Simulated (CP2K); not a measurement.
Two runs for the N K edge of indole. Run A: CP2K XAS_TDP, all-electron GAPW, PBEh(45%), aug-cc-pVDZ, TDA, no relativity. Run B differs in one setting.

First lines with a strength over 0.0015. A:

```csv
atom,energy (eV),states,"strength, one atom"
N5 (bonded to 2 C and H),398.36,1,0.0262
,399.01,1,0.0147
,399.88,1,0.0030
,400.91,1,0.0016
,401.50,1,0.0029
```

B:

| atom | energy (eV) | states | strength, one atom |
| --- | --- | --- | --- |
| N5 (bonded to 2 C and H) | 403.04 | 1 | 0.0259 |
|  | 403.69 | 1 | 0.0146 |
|  | 404.56 | 1 | 0.0030 |
|  | 405.59 | 1 | 0.0015 |
|  | 406.18 | 1 | 0.0029 |

Q: Which was it: the basis, the functional, scalar relativity switched on, GW2X switched on?

GW2X switched on. GW2X shifts an atom's lines together and keeps their spacings. Against PBEh(45%) in aug-cc-pVDZ, the leading line moves by +4.68 eV, to 403.04 eV.

[Banner, clock and machine lines of the logs are left out without a mark of their own.]

[Logs are printed without paths, hosts, clocks, repeated set-up lines and the standing remarks that a program may print on its own settings, such as how far it seeks lower states.]

[Hosts, paths, dates, database ids (printed as entryN), source tags and the programs' standing remarks are cut or masked in the printed files.]
